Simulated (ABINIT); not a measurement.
# Quasiparticle gap of CdS (Hawleyite) in ABINIT

Aim: the G0W0 gap of CdS (Hawleyite) on PBE, step by step.

Method: PBE and many-body steps on it, plane waves, in ABINIT 10.8.3.

**The experiments to reproduce.**

- Gap 2.42 eV: optical gap from inflexion point of photoacoustic spectrum, as-grown film; photoacoustic spectroscopy; film (as-grown chemical bath deposited film, about 0.25 um thick, deposited at 80 C) (“Study of the band--gap shift in CdS films: Influence of thermal annealing in different atmospheres”, 1995, arxiv:cond-mat/9501125).

**1. The structure**

It takes space group F-43m (No. 216, cubic). Conventional cell: a = 5.916 Å, b = 5.916 Å, c = 5.916 Å, α = 90.00°, β = 90.00°, γ = 90.00°. Cd has 4 S at 2.56 Å nearest. Nearest to S lie 4 Cd at 2.56 Å. Farther neighbours, and contacts between anions beyond the nearest, are not listed.

 The runs that relaxed it are not among those shown.

**2. Ground state**

This step: ABINIT 10.8.3; DFT, PBE, plane waves, norm-conserving pseudopotentials.

The ground-state density comes first.

run.abi

```
acell 3*1.0 Angstrom
rprim 
  -0.000000000000 2.958200000000 2.958200000000
  2.958200000000 -0.000000000000 2.958200000000
  2.958200000000 2.958200000000 -0.000000000000
ntypat 2
znucl 48 16
natom 2
typat 1 2
xred 
  0.000000000000 0.000000000000 0.000000000000
  0.250000000000 0.250000000000 0.250000000000
pp_dirpath "pseudos"
pseudos "Cd.upf, S.upf"
ecut 47
ngkpt 6 6 6
nshiftk 1
shiftk 0 0 0
kptopt 1
chksymbreak 0
nband 18
occopt 1
tolvrs 1e-10
nstep 60
prtwf 0
optforces 0
optstress 0
indata_prefix "in"
outdata_prefix "out"
tmpdata_prefix "tmp"
```

Started as:

```bash
> OMP_NUM_THREADS=1 mpirun -n 8 abinit run.abi > log
```

What it wrote:

```text
.Version 10.8.3 of ABINIT. v10.8.2 released Aug 2026.

 Symmetries : space group F-4 3 m (#216); Bravais cF (face-center cubic)
================================================================================
 Values of the parameters that define the memory need of the present run
     intxc =       0    ionmov =       0      iscf =       7    lmnmax =       6
     lnmax =       6     mgfft =      50  mpssoang =       3    mqgrid =    3001
     natom =       2  nloc_mem =       1    nspden =       1   nspinor =       1
    nsppol =       1      nsym =      24    n1xccc =    2501    ntypat =       2
    occopt =       1   xclevel =       2
-    mband =          18        mffmem =           1         mkmem =           2
       mpw =        5396          nfft =      125000          nkpt =          16
================================================================================
  Rough estimation (10% accuracy) of disk space for files :
================================================================================

--------------------------------------------------------------------------------
------------- Echo of variables that govern the present computation ------------
--------------------------------------------------------------------------------
 -outvars: echo values of preprocessed input variables --------
            acell      1.8897261259E+00  1.8897261259E+00  1.8897261259E+00 Bohr

      chksymbreak           0
             ecut      4.70000000E+01 Hartree
-          fftalg         312

              ixc     -101130
              kpt      0.00000000E+00  0.00000000E+00  0.00000000E+00
                       1.66666667E-01  0.00000000E+00  0.00000000E+00
                       3.33333333E-01  0.00000000E+00  0.00000000E+00
                       5.00000000E-01  0.00000000E+00  0.00000000E+00
                       1.66666667E-01  1.66666667E-01  0.00000000E+00
                       3.33333333E-01  1.66666667E-01  0.00000000E+00
                       5.00000000E-01  1.66666667E-01  0.00000000E+00
                      -3.33333333E-01  1.66666667E-01  0.00000000E+00
                      -1.66666667E-01  1.66666667E-01  0.00000000E+00
   [... 5 further rows ...]
                      -3.33333333E-01  3.33333333E-01  1.66666667E-01
                      -3.33333333E-01  5.00000000E-01  1.66666667E-01
         kptrlatt        6    0    0      0    6    0      0    0    6
          kptrlen      4.74343166E+01
P           mkmem           2
            natom           2
            nband          18
            ngfft          50      50      50
             nkpt          16
            nstep          60
             nsym          24
           ntypat           2
              occ      2.000000  2.000000  2.000000  2.000000  2.000000  2.000000
                       2.000000  2.000000  2.000000  2.000000  2.000000  2.000000
                       2.000000  0.000000  0.000000  0.000000  0.000000  0.000000
        optforces           0
        optstress           0
            prtwf           0
            rprim     -0.0000000000E+00  2.9582000000E+00  2.9582000000E+00
[...]
spgroup         216

           tolvrs      1.00000000E-10

             xred      0.0000000000E+00  0.0000000000E+00  0.0000000000E+00
[...]
znucl       48.00000   16.00000

================================================================================

 chkinp: Checking input parameters for consistency.

================================================================================
== DATASET  1 ==================================================================
-   mpi_nproc: 8, omp_nthreads: 1 (-1 if OMP is not activated)

--- !DatasetInfo
iteration_state: {dtset: 1, }
dimensions: {natom: 2, nkpt: 16, mband: 18, nsppol: 1, nspinor: 1, nspden: 1, mpw: 5396, }
cutoff_energies: {ecut:  47.0, pawecutdg:  -1.0, }
electrons: {nelect:   2.60000000E+01, charge:   0.00000000E+00, occopt:   1.00000000E+00, tsmear:   1.00000000E-02, }

 Real(R)+Recip(G) space primitive vectors, cartesian coordinates (Bohr,Bohr^-1):
 R(1)=  0.0000000  5.5901878  5.5901878  G(1)= -0.0894424  0.0894424  0.0894424
 R(2)=  5.5901878  0.0000000  5.5901878  G(2)=  0.0894424 -0.0894424  0.0894424
 R(3)=  5.5901878  5.5901878  0.0000000  G(3)=  0.0894424  0.0894424 -0.0894424
 Unit cell volume ucvol=  3.4938897E+02 bohr^3
 Angles (23,13,12)=  6.00000000E+01  6.00000000E+01  6.00000000E+01 degrees

 getcut: wavevector=  0.0000  0.0000  0.0000  ngfft=  50  50  50
         ecut(hartree)=     47.000   => boxcut(ratio)=   2.05016

--- Pseudopotential description ------------------------------------------------
- Cd Generated using ONCVPSP code by D. R. Hamann
- 48.00000  20.00000  171031                  znucl, zion, pspdat
12 -101130 2 -1 1368                          pspcod,pspxc,lmax,lloc,mmax
     nproj     2     2     2
  pspatm : epsatm=   23.16453630
         --- l  ekb(1:nproj) -->
[...]
pspatm: atomic psp has been read  and splines computed

- S Generated using ONCVPSP code by D. R. Hamann
- 16.00000   6.00000  171031                  znucl, zion, pspdat
12 -101130 2 -1 1146                          pspcod,pspxc,lmax,lloc,mmax
     nproj     2     2     2
  pspatm : epsatm=    9.01821529
         --- l  ekb(1:nproj) -->
[...]
2   -3.547662   -0.986524
 pspatm: atomic psp has been read  and splines computed

   8.36751541E+02                                ecore*ucvol(ha*bohr**3)
--------------------------------------------------------------------------------

_setup2: Arith. and geom. avg. npw (full set) are    5375.829    5375.817

================================================================================

--- !BeginCycle
iteration_state: {dtset: 1, }
solver: {iscf: 7, nstep: 60, nline: 4, wfoptalg: 0, }
tolerances: {tolvrs: 1.00E-10, }

     iter   Etot(hartree)      deltaE(h)  residm     vres2
 ETOT  1  -184.35159087238    -1.844E+02 2.595E+00 5.218E+03
 ETOT  2  -185.46973754420    -1.118E+00 1.667E-01 8.431E+03
 ETOT  3  -186.31871356007    -8.490E-01 2.276E-02 9.759E+02
 ETOT  4  -186.38974022762    -7.103E-02 5.117E-03 2.844E+02
 ETOT  5  -186.41712643919    -2.739E-02 8.788E-04 1.167E+01
 ETOT  6  -186.41830621434    -1.180E-03 4.932E-04 2.382E-01
 ETOT  7  -186.41832559105    -1.938E-05 2.580E-05 9.676E-02
 ETOT  8  -186.41833592172    -1.033E-05 1.881E-05 4.076E-03
 ETOT  9  -186.41833622937    -3.076E-07 3.733E-06 1.347E-03
 ETOT 10  -186.41833637417    -1.448E-07 4.459E-06 1.893E-07
 ETOT 11  -186.41833637427    -1.002E-10 2.694E-06 2.201E-08
 ETOT 12  -186.41833637424     2.575E-11 3.289E-06 5.846E-09
 ETOT 13  -186.41833637427    -3.263E-11 2.103E-06 9.735E-10
 ETOT 14  -186.41833637427     2.842E-12 2.496E-06 1.718E-11

 At SCF step   14       vres2   =  1.72E-11 < tolvrs=  1.00E-10 =>converged.

--- !ResultsGS
iteration_state: {dtset: 1, }
comment   : Summary of ground state results
lattice_vectors:
- [ -0.0000000,   5.5901878,   5.5901878, ]
- [  5.5901878,  -0.0000000,   5.5901878, ]
- [  5.5901878,   5.5901878,  -0.0000000, ]
lattice_lengths: [   7.90572,    7.90572,    7.90572, ]
lattice_angles: [ 60.000,  60.000,  60.000, ] # degrees, (23, 13, 12)
lattice_volume:   3.4938897E+02
convergence: {deltae:  2.842E-12, res2:  1.718E-11, residm:  2.496E-06, diffor:  0.000E+00, }
etotal    :  -1.86418336E+02
entropy   :   0.00000000E+00
fermie    :   1.42795302E-01
cartesian_stress_tensor: null
pressure_GPa: null
xred      :
- [  0.0000E+00,   0.0000E+00,   0.0000E+00, Cd]
- [  2.5000E-01,   2.5000E-01,   2.5000E-01,  S]
cartesian_forces: null
force_length_stats: {min: null, max: null, mean: null, }

 Integrated electronic density in atomic spheres:
 ------------------------------------------------
 Atom  Sphere_radius  Integrated_density
    1        2.00000         17.15956344
    2        2.00000          3.86112709
================================================================================

 ----iterations are completed or convergence reached----

 Mean square residual over all n,k,spin=   10.641E-09; max=  24.963E-07
 reduced coordinates (array xred) for    2 atoms
       0.000000      0.000000      0.000000
       0.250000      0.250000      0.250000
 rms dE/dt=  0.0000E+00; max dE/dt=  0.0000E+00; dE/dt below (all hartree)
    1       0.000000      0.000000      0.000000
    2       0.000000      0.000000      0.000000

 cartesian coordinates (angstrom) at end:
    1      0.000000     0.000000     0.000000
    2      1.479100     1.479100     1.479100
 length scales=  1.889726  1.889726  1.889726 bohr
              =  1.000000  1.000000  1.000000 angstroms
 prteigrs : about to open file out_EIG
 Fermi (or HOMO) energy (hartree) =   0.14280   Average Vxc (hartree)=  -0.33631
 Eigenvalues (hartree) for nkpt=  16  k points:
 kpt#   1, nband= 18, wtk=  0.00463, kpt=  0.0000  0.0000  0.0000 (reduced coord)
  -3.57940   -2.14850   -2.14850   -2.14850   -0.30235   -0.13576   -0.13576   -0.13576
  -0.12022   -0.12022    0.14280    0.14280    0.14280    0.18145    0.38300    0.38300
   0.38300    0.55485
 prteigrs : prtvol=0 or 1, do not print more k-points.

--- !EnergyTerms
iteration_state     : {dtset: 1, }
comment             : Components of total free energy in Hartree
kinetic             :  6.536153E+01
hartree             :  6.610803E+01
xc                  : -2.740608E+01
Ewald energy        : -9.800496E+01
psp_core            :  2.394900E+00
local_psp           : -2.006110E+02
non_local_psp       :  5.739264E+00
total_energy        : -1.864183E+02
total_energy_eV     : -5.072701E+03
band_energy         : -2.142474E+01

== END DATASET(S) ==============================================================
================================================================================

 -outvars: echo values of variables after computation  --------
           etotal     -1.8641833637E+02
            nband          18
             nkpt          16
          spgroup         216
 [... the other variables as echoed above ...]

 Calculation completed.
```

Elapsed: 16 s, on 8 MPI ranks of Intel Xeon Platinum 8559C (Emerald Rapids), shared host; peak memory 0.75 GiB; 2.1 min of CPU time.

Numbers from this step:

```yaml
total_energy: -5072.7014 eV
gap: 1.052 eV
k_of_the_valence_top: 0, 0, 0
k_of_the_conduction_bottom: 0, 0, 0
least_direct_gap: 1.052 eV
```

The gap is direct, at Γ.

(Part 1 of 3 ends here.)

[Long decimals in the printed logs are rounded to 6 places.]

[Logs are printed without paths, hosts, clocks, repeated set-up lines and the standing remarks that a program may print on its own settings, such as how far it seeks lower states.]

[Paths, hosts, dates, memory and timing lines, banners, echoed tables and standing remarks are left out of the program output; an Ansatz launch command may be rebuilt from the run's recorded settings. Measured values are a selection of at most five: reports struck by readers or far from the other reports are left out. None is set beside runs whose start may be inverted or whose files or cutoffs have a known fault.]

[Runs of the session that timed out or met a known fault of the program may be left out.]

[Hosts, paths, dates, database ids (printed as entryN), source tags and the programs' standing remarks are cut or masked in the printed files.]

[G0W0 gaps are taken among the corrected bands and points alone; a level outside them can change the order at an edge.]

[Where Ansatz stands beside ABINIT at settings called matched, ABINIT's density can come from a denser mesh and the files from another edition; pairs whose starting gaps differed by over 0.03 eV were left out, so agreement reads better than it is.]
